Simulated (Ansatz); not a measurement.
# From PBE to G0W0: Zn3SbN3 (Cm)

How far does one-shot GW move the PBE gap of Zn3SbN3 (Cm)?

Method: PBE, then G0W0 on it, plane waves, PAW, in Ansatz 0.2.0.

This is a report of a sequence of runs, with most program output left out.

In doubt: masses and optical values from hybrid runs of this build are listed as unsure (in some of the runs), which bears on the screening that GW takes from such a start.

## (1) Starting point

Symmetry: Cm, No. 8, monoclinic system. Conventional cell: a = 6.788 Å, b = 6.566 Å, c = 5.577 Å, α = 90.00°, β = 125.21°, γ = 90.00°. Nearest to Zn lie 3 N at 1.95 to 1.96 Å. Nearest to Zn lie 3 N at 1.97 to 2.00 Å. Nearest to Sb lie 3 N at 2.04 to 2.06 Å. Nearest to N lie 3 Zn at 1.96 to 2.00 Å and 1 Sb at 2.06 Å. Nearest to N lie 3 Zn at 1.95 to 1.97 Å and 1 Sb at 2.04 Å. Farther neighbours and most contacts between anions are not listed.

The cell and positions are those that the Materials Project relaxed with its own functionals (PBE, PBE+U or r2SCAN), kept fixed. At the settings of the band run the largest force is still 0.32 eV/Å. Spin-orbit coupling is left out unless a step names it.

## (2) The PBE band structure

Levels along a band path and on the mesh show where this functional puts the band edges.

This step: DFT, PBE, plane waves, PAW; PAW set soft_1.

Contents of input.yaml:

```yaml
crystal:
  lattice:
    - [3.3938895471, -3.283248115, 0.0]
    - [3.3938895471, 3.283248115, 0.0]
    - [-3.2155964401, 0.0, 4.5561292986]
  atoms:
    - { symbol: Zn, position: [0.64265811, 0.64265811, 0.11808447] }
    - { symbol: Zn, position: [0.75601403, 0.31486041, 0.51982585] }
    - { symbol: Zn, position: [0.31486041, 0.75601403, 0.51982585] }
    - { symbol: Sb, position: [0.06050886, 0.06050886, 0.00241463] }
    - { symbol: "N", position: [0.41103526, 0.94206134, 0.29988336] }
    - { symbol: "N", position: [0.94206134, 0.41103526, 0.29988336] }
    - { symbol: "N", position: [0.698722, 0.698722, 0.81219049] }
kpoints:
  mp_grid: { grid: [6, 6, 6] }
  band_path:
    path:
      - [[0.0, 0.0, 0.0], [0.0, 0.0, -0.5], [-0.35449978, 0.35449978, -0.5]]
      - [[0.35449978, 0.64550022, -0.5], [0.5, 0.5, -0.5], [0.0, 0.0, 0.0], [-0.5, 0.5, 0.0]]
      - [[0.0, 0.5, -0.5], [0.0, 0.0, 0.0], [0.0, 0.5, 0.0]]
    npoints: 10
hamiltonian:
  xc: pbe
  pseudopotentials: { kind: paw, azcp: { folder: soft_1 } }
scf:
  occupations: { method: fermi_dirac, width: 0.02 }
  n_extra_bands: 6
output:
  eigenvalues: true
  forces: true
  stress: true
  write_density: true
  write_potential: true
  elf: true
  volumetric_format: npy
```

Started as:

```console
$ ansatz run input.yaml --threads 2 --pin off --max-ram 92160MiB --backend cuda --events-out ev --progress --plain --runs-dir out --devices 1 --max-vram 13GiB
```

It took 7.9 s on 1 × NVIDIA H100 80GB HBM3 (shared by 6 runs) with 2 threads of AMD EPYC 7R13 (Zen 3), shared host; peak memory 1 GiB.

This step gave:

```yaml
pressure: 3.519 GPa
filled_bands: 33
gap: 1.373 eV
valence_top_at: k = (-0.250, 0.250, 0.000)
conduction_bottom_at: k = (0.000, 0.000, -0.300)
least_direct_gap: 1.513 eV
```

Over mesh and path the gap is 1.373 eV, from k = (-0.250, 0.250, 0.000) to k = (0.000, 0.000, -0.300). The least direct gap found is 1.513 eV, at k = (0.000, 0.000, -0.300). On the 6×6×6 mesh alone the same run gives 1.461 eV, so that mesh misses an edge of PBE: 1.461 − 1.373 = +0.088 eV.

The electronic bands at the labelled points (eV, zero at the top of the highest nominally filled band):

| point | band 30 | band 31 | band 32 | band 33 | band 34 | band 35 | band 36 | band 37 |
| --- | --- | --- | --- | --- | --- | --- | --- | --- |
| Γ | -2.61 | -1.27 | -0.92 | -0.58 | 2.30 | 3.24 | 4.03 | 4.44 |
| halfway | -2.10 | -1.21 | -0.95 | -0.21 | 1.43 | 3.36 | 3.66 | 4.55 |
| A | -1.56 | -1.37 | -1.17 | -0.27 | 1.82 | 2.66 | 2.92 | 4.90 |
| halfway | -1.79 | -1.15 | -1.08 | -0.29 | 2.31 | 2.67 | 3.87 | 5.01 |
| I2 | -1.62 | -1.04 | -0.72 | -0.34 | 2.97 | 3.49 | 4.24 | 5.00 |
| jump to I | -1.62 | -1.04 | -0.72 | -0.34 | 2.97 | 3.49 | 4.24 | 5.00 |
| halfway | -1.46 | -1.09 | -0.63 | -0.22 | 3.18 | 3.72 | 4.55 | 4.96 |
| M2 | -1.29 | -1.14 | -0.59 | -0.15 | 3.20 | 4.00 | 4.61 | 4.76 |
| halfway | -1.81 | -1.53 | -0.42 | -0.33 | 2.14 | 3.17 | 4.35 | 4.36 |
| Γ | -2.61 | -1.27 | -0.92 | -0.58 | 2.30 | 3.24 | 4.03 | 4.44 |
| halfway | -1.86 | -1.01 | -0.82 | 0.00 | 1.84 | 3.57 | 4.07 | 4.76 |
| Y | -1.52 | -0.91 | -0.88 | -0.68 | 2.92 | 3.22 | 4.24 | 4.84 |
| jump to L2 | -1.75 | -1.40 | -0.73 | -0.69 | 2.48 | 3.27 | 3.88 | 5.14 |
| halfway | -2.15 | -1.30 | -0.97 | -0.25 | 2.42 | 3.07 | 4.05 | 4.63 |
| Γ | -2.61 | -1.27 | -0.92 | -0.58 | 2.30 | 3.24 | 4.03 | 4.44 |
| halfway | -2.23 | -1.48 | -1.02 | -0.26 | 2.39 | 3.20 | 3.65 | 4.43 |
| V2 | -2.16 | -1.36 | -1.29 | -0.06 | 2.09 | 3.24 | 3.69 | 5.66 |

Electrostatic potential energy in the ac plane of the conventional cell at fractional y = 0.000, with atoms of Zn and Sb and N within 0.2 Å of it. With pseudopotentials it is smooth inside the atoms' cores, unlike the true potential.

Ten even steps from '0' (-45 eV) to '9' (13 eV), each cell a mean:
```
3689851004899974222
6899610016999863223
8998400058999874447
9998422589999887789
9998778999999999999
9999999999999999999
9999999999999999999
9999999999999999999
9999999999999999999
9999998789999999999
9899963479999999999
6678510389999999997
3367201699999999864
2367336877899998532
2378886324899996322
```
Columns run along a (6.8 Å; values clipped at the 3rd and 97th percentile), rows up along c (5.6 Å), edges of the conventional cell, whose origin can differ from the input's. Atoms in or near the plane, at fractional coordinates: Zn at (0.36, 0.88), Sb at (0.94, 0.00), N at (0.30, 0.19).

ELF in the ac plane of the conventional cell at fractional y = 0.000, with atoms of Zn and Sb and N within 0.2 Å of it. It is the smooth field of the valence electrons, not physical close to the nuclei.

Ten even steps from '_' (0.00) to '@' (0.77), each cell a mean:
```
::--++**==::______..::..::**##++..____
--::::::::________::....::++++==....::
::........______..::....::====------::
____..::........::....__..::::::::::..
____....::::::....______............__
____............__....________________
______________........________________
____________..::--::..________________
......____::==****==::____________....
++==::..--**@@@@@@**::__________..::==
%%**----##@@%%@@@@**::________::==##%%
**++==##@@++==%%@@++..______::++@@@@%%
----++@@%%==**@@**::....__..++@@@@##==
..::**@@@@@@@@++::::......--%%@@**--..
..--**@@@@##--......::....++%%##--____
```
Columns run along a (6.8 Å), rows up along c (5.6 Å), edges of the conventional cell, whose origin can differ from the input's. Atoms in or near the plane, at fractional coordinates: Zn at (0.36, 0.88), Sb at (0.94, 0.00), N at (0.30, 0.19).

## (3) One-shot GW

G0W0 replaces the xc potential by a self-energy built once from the orbitals of the start. Levels are corrected in the window of bands that the input names, at points of the mesh.

This step: G0W0 on PBE, plane waves, PAW; PAW set soft_1.

input.yaml, the sections that differ from step 2:

```yaml
kpoints:
  mp_grid: { grid: [4, 4, 4] }
scf:
  occupations: { method: fixed }
gw:
  n_empty_bands: 804
  ecut_chi: 230.0
  qp_bands: [v2, c2]
  qp_kpoints: band_edges
  screening: { model: contour_deformation }
# crystal, hamiltonian: as in step 2
# output: removed
```

It took 2.4 min on 1 × NVIDIA H100 80GB HBM3 (shared by 6 runs) with 2 threads; peak memory 4.5 GiB.

Numbers from this step:

| Item | Value |
| --- | --- |
| bands summed | 837 |
| RPA ε∞ on this mesh (eigenvalues) | 7.162, 8.111, 8.150 |
| plane waves in the screening matrix | 787 |
| q-points in the mesh | 64 |
| G0W0 gap over the corrected points | 2.184 eV |
| k of the valence top | 0.25, -0.25, 0 |
| k of the conduction bottom | 0, 0, 0.25 |
| starting gap on the mesh | 1.432 eV |
| Z at the valence top | 0.7383 |
| Z at the conduction bottom | 0.7806 |
| least direct G0W0 gap over the corrected points | 2.378 eV |

Over 19 of 24 irreducible mesh points the G0W0 gap is 2.184 eV, from k = (0.250, -0.250, 0.000) to k = (0.000, 0.000, 0.250). The PBE gap of this run on the mesh is 1.432 eV. The two states that bound the G0W0 gap lie that far apart at the start, so the correction of the gap is 2.184 − 1.432 = +0.752 eV. The start of this run differs from the step before in mesh (6×6×6 and 4×4×4).

Labels follow the order of the start: v1 is the top filled band, c1 the lowest empty one; levels that stay degenerate share a row, the window can cut a multiplet, doubted levels are not marked in this list, bands outside the window were not corrected, and the list may be a part of the corrected levels. The levels before and after the correction (eV, zero at the valence-band top of each column):

|  | conduction bottom | valence top |
| --- | --- | --- |
| Kohn-Sham | 1.43 | 0.00 |
| G0W0 | 2.18 | 0.00 |

|  | level | occupation | energy (eV) |
| --- | --- | --- | --- |
| Kohn-Sham | (0 0 0.25) v2 | 2 | -0.945 |
| Kohn-Sham | (0 0 0.25) v1 | 2 | -0.206 |
| Kohn-Sham | (0 0 0.25) c1 | 0 | 1.432 |
| Kohn-Sham | (0 0 0.25) c2 | 0 | 3.361 |
| Kohn-Sham | (0.25 -0.25 0) v2 | 2 | -0.817 |
| Kohn-Sham | (0.25 -0.25 0) v1 | 2 | 0.000 |
| Kohn-Sham | (0.25 -0.25 0) c1 | 0 | 1.841 |
| Kohn-Sham | (0.25 -0.25 0) c2 | 0 | 3.574 |
| G0W0 | (0 0 0.25) v2 | 2 | -0.988 |
| G0W0 | (0 0 0.25) v1 | 2 | -0.194 |
| G0W0 | (0 0 0.25) c1 | 0 | 2.184 |
| G0W0 | (0 0 0.25) c2 | 0 | 4.234 |
| G0W0 | (0.25 -0.25 0) v2 | 2 | -0.848 |
| G0W0 | (0.25 -0.25 0) v1 | 2 | 0.000 |
| G0W0 | (0.25 -0.25 0) c1 | 0 | 2.650 |
| G0W0 | (0.25 -0.25 0) c2 | 0 | 4.439 |

The parts of the quasiparticle energy for the two states that bound the G0W0 gap, in eV on the run's own scale (QP = start + Σx + Σc − Vxc, with Σc at the quasiparticle energy):

| edge | k | band | start | Σx | Σc | Vxc | Z | QP |
| --- | --- | --- | --- | --- | --- | --- | --- | --- |
| valence top | (0.250, -0.250, 0.000) | 33 | 8.561 | −24.688 | 2.971 | −21.014 | 0.738 | 7.857 |
| conduction bottom | (0.000, 0.000, 0.250) | 34 | 9.993 | −11.602 | −3.292 | −14.943 | 0.781 | 10.042 |

## (4) Spin-orbit coupling in PBE

This run has two-component orbitals with spin-orbit coupling.

This step: DFT, PBE with spin-orbit coupling, plane waves, PAW; PAW set soft_1.

input.yaml: that of step 3 with these lines changed.

```diff
@@ -14,13 +14,28 @@
 kpoints:
-  mp_grid: { grid: [4, 4, 4] }
+  mp_grid: { grid: [6, 6, 6] }
+  band_path:
+    path:
+      - [0.0, 0.0, 0.0]
+      - [0.0, 0.0, -0.5]
+      - [-0.35449978, 0.35449978, -0.5]
+      - [0.35449978, 0.64550022, -0.5]
+      - [0.5, 0.5, -0.5]
+      - [-0.5, 0.5, 0.0]
+      - [0.0, 0.5, -0.5]
+      - [0.0, 0.5, 0.0]
+      - [-0.25, 0.25, 0.0]
+      - [0.0, 0.0, -0.3]
+    npoints: 1
 hamiltonian:
   xc: pbe
-  pseudopotentials: { kind: paw, azcp: { folder: soft_1 } }
+  pseudopotentials: { kind: paw_fr, azcp: { folder: soft_1 } }
 scf:
   occupations: { method: fixed }
-gw:
-  n_empty_bands: 804
-  ecut_chi: 230.0
-  qp_bands: [v2, c2]
-  qp_kpoints: band_edges
-  screening: { model: contour_deformation }
+  n_extra_bands: 12
+magnetization:
+  noncollinear: true
+  spin_orbit: true
+output:
+  eigenvalues: true
+  forces: true
+  stress: true
```

Run time: 20 s. Hardware: 1 × NVIDIA H100 80GB HBM3 (shared by 6 runs) with 2 threads; peak memory 1 GiB; 25 s of CPU time.

Numbers from this step:

```
pressure             : 3.501 GPa
gap                  : 1.328 eV
valence top at       : k = (-0.250, 0.250, 0.000)
conduction bottom at : k = (0.000, 0.000, -0.300)
least direct gap     : 1.484 eV
```

Over mesh and listed points the gap is 1.328 eV, from k = (-0.250, 0.250, 0.000) to k = (0.000, 0.000, -0.300). The least direct gap found is 1.484 eV, at k = (0.000, 0.000, -0.300). On the 6×6×6 mesh alone the same run gives 1.426 eV, so that mesh misses an edge of PBE+SOC: 1.426 − 1.328 = +0.098 eV. PBE+SOC against PBE: 1.328 − 1.373 = −0.045 eV, with the same mesh, set of files (read in its fully relativistic form for the spin-orbit run) and cutoff, and both edges at the same k points. The spin-orbit run sees mesh and listed points alone, so its gap is an upper bound: the coupling can move an edge off these points, the more so as this crystal has no centre of inversion, and the change over the zone, its sign included where it is small, is not known.

## (5) The runs together

Each gap is the least one over the points named; times are wall times on shared hosts, not benchmarks. A G0W0 time includes the run's own self-consistent start. Runs with listed points see these and the mesh alone, so an edge that moves elsewhere is missed. Rows marked * are further runs, not shown as steps, whose inputs differ from the G0W0 step on the same start in the columns given; solver thresholds can differ too. Symmetry makes (-0.250, 0.250, 0.000) and (0.250, -0.250, 0.000) one point.

| level | mesh | files, cutoff | bands summed, screening | points | gap (eV) | valence top | conduction bottom | least direct gap (eV) | time |
| --- | --- | --- | --- | --- | --- | --- | --- | --- | --- |
| PBE | 6×6×6 | soft_1 PAW, 420 eV | - | mesh and path | 1.373 | (-0.250, 0.250, 0.000) | (0.000, 0.000, -0.300) | 1.513 | 7.9 s |
| PBE+SOC | 6×6×6 | soft_1 PAW, 420 eV | - | mesh and listed points | 1.328 | (-0.250, 0.250, 0.000) | (0.000, 0.000, -0.300) | 1.484 | 20 s |
| G0W0@PBE* | 4×4×4 | soft_1 PAW, 420 eV | 165, 69 eV | 19 of 24 irreducible mesh points | 2.074 | (0.250, -0.250, 0.000) | (0.000, 0.000, 0.250) | 2.279 | 33 s |
| G0W0@PBE* | 4×4×4 | soft_1 PAW, 420 eV | 406, 138 eV | 19 of 24 irreducible mesh points | 2.131 | (0.250, -0.250, 0.000) | (0.000, 0.000, 0.250) | 2.331 | 70 s |
| G0W0@PBE | 4×4×4 | soft_1 PAW, 420 eV | 837, 230 eV | 19 of 24 irreducible mesh points | 2.184 | (0.250, -0.250, 0.000) | (0.000, 0.000, 0.250) | 2.378 | 2.4 min |
| G0W0@PBE* | 4×4×4 | soft_1 PAW, 420 eV | 837, 230 eV, plasmon pole | 19 of 24 irreducible mesh points | 2.134 | (0.250, -0.250, 0.000) | (0.000, 0.000, 0.250) | 2.344 | 3.4 min |

## (6) Summary of results

- PBE gap over mesh and path: 1.373 eV, from k = (-0.250, 0.250, 0.000) to k = (0.000, 0.000, -0.300)
- G0W0@PBE gap over 19 of 24 irreducible mesh points: 2.184 eV, from k = (0.250, -0.250, 0.000) to k = (0.000, 0.000, 0.250)
- PBE+SOC gap over mesh and listed points: 1.328 eV
- GW settings: 4×4×4 mesh, 804 empty bands, screening to 230 eV, PAW set soft_1 files
- known limits: finite bands, screening cutoff and k mesh; no spin-orbit coupling in G0W0; d shells not analysed

**Reading.** Over 19 of 24 irreducible mesh points the G0W0 gap is 2.184 eV, from k = (0.250, -0.250, 0.000) to k = (0.000, 0.000, 0.250). The PBE gap of this run on the mesh is 1.432 eV. The two states that bound the G0W0 gap lie that far apart at the start, so the correction of the gap is 2.184 − 1.432 = +0.752 eV. The valence state moves by 7.857 − 8.561 = −0.704 eV and the conduction state by 10.042 − 9.993 = +0.049 eV, on the run's own scale; with 165 bands the edge states move by −0.309 and +0.333 eV, so the split between the edges depends on the bands and cutoff. Over mesh and path, PBE puts the conduction bottom at k = (0.000, 0.000, -0.300), where no G0W0 correction was computed. The G0W0 gap over the whole zone is therefore not known from this run; at its settings it can only be equal to or under the 2.184 eV found, and no correction is carried over from another point. For the start itself the gap is 1.373 eV over mesh and path and 1.432 eV on the mesh of the G0W0 run, in runs that differ in mesh (6×6×6 and 4×4×4). From 165 bands and 69 eV to 837 bands and 230 eV the gap moves by 2.184 − 2.074 = +0.110 eV (rung by rung 2.074, 2.131, 2.184 eV); bands and screening cutoff rise together, so their parts are not told apart. A line in one over the bands through the two highest rungs gives 2.184 + (2.184 − 2.131) × 406 / (837 − 406) = 2.234 eV, and through the pair below 2.131 + (2.131 − 2.074) × 165 / (406 − 165) = 2.170 eV. The two differ by 0.064 eV, not under the 0.030 eV asked, so the law does not hold well over these rungs and the limit is not known. With the plasmon pole model in place of the contour deformation model and all else as in the G0W0@PBE row with 837 bands, the gap differs by 2.134 − 2.184 = −0.050 eV. G0W0 on other starts in this series, not shown as steps and not all at these settings: 2.675 eV on HSE06 (4×4×4, soft_1 PAW, 837 bands, 230 eV) and 2.872 eV on PBE0 (4×4×4, soft_1 PAW, 837 bands, 230 eV). PBE+SOC against PBE: 1.328 − 1.373 = −0.045 eV, with the same mesh, set of files (read in its fully relativistic form for the spin-orbit run) and cutoff, and both edges at the same k points. The spin-orbit run sees mesh and listed points alone, so its gap is an upper bound: the coupling can move an edge off these points, the more so as this crystal has no centre of inversion, and the change over the zone, its sign included where it is small, is not known. What spin-orbit coupling does to the G0W0 levels was not computed, so no sum with the G0W0 gap is formed. The G0W0 runs are scalar-relativistic. One-shot GW is known to converge slowly in bands for compounds with shallow d shells. The cell holds Zn; the filling of the d shell and its place against the gap were not analysed here. No pair of G0W0 runs that differ in the mesh alone is shown (4×4×4 is a supercell whose nearest images lie 19 Å apart), so the error from the mesh is not known here. G0W0@PBE runs of this series with other atomic data on the same mesh, not shown as steps, give 2.222 eV (hard PAW, 870 eV, 1240 bands, screening to 299 eV); where bands and cutoffs differ too, the part of the files is not isolated.

[Paths, hosts, dates, memory and timing lines, banners, echoed tables and standing remarks are left out of the program output.]

[Logs are printed without paths, hosts, clocks, repeated set-up lines and the standing remarks that a program may print on its own settings, such as how far it seeks lower states.]

[Runs of the session that timed out or met a known fault of the program may be left out.]

[Cells called generated may have been cut or substituted from an entry of the Crystallography Open Database or the Materials Project.]

[Hosts, paths, dates, database ids (printed as entryN), source tags and the programs' standing remarks are cut or masked in the printed files.]

[Where an RPA ε∞ is given, it is that of the G0W0 mesh and is not shown converged in it. Names of k-points follow the symmetry that the program found, which can be lower than the space group named. Band edges on a path are those of the sampled points; other points can move an edge, and change direct to indirect where valleys lie close.]

[Hybrid gaps are those of their k-mesh and are not shown converged in it.]
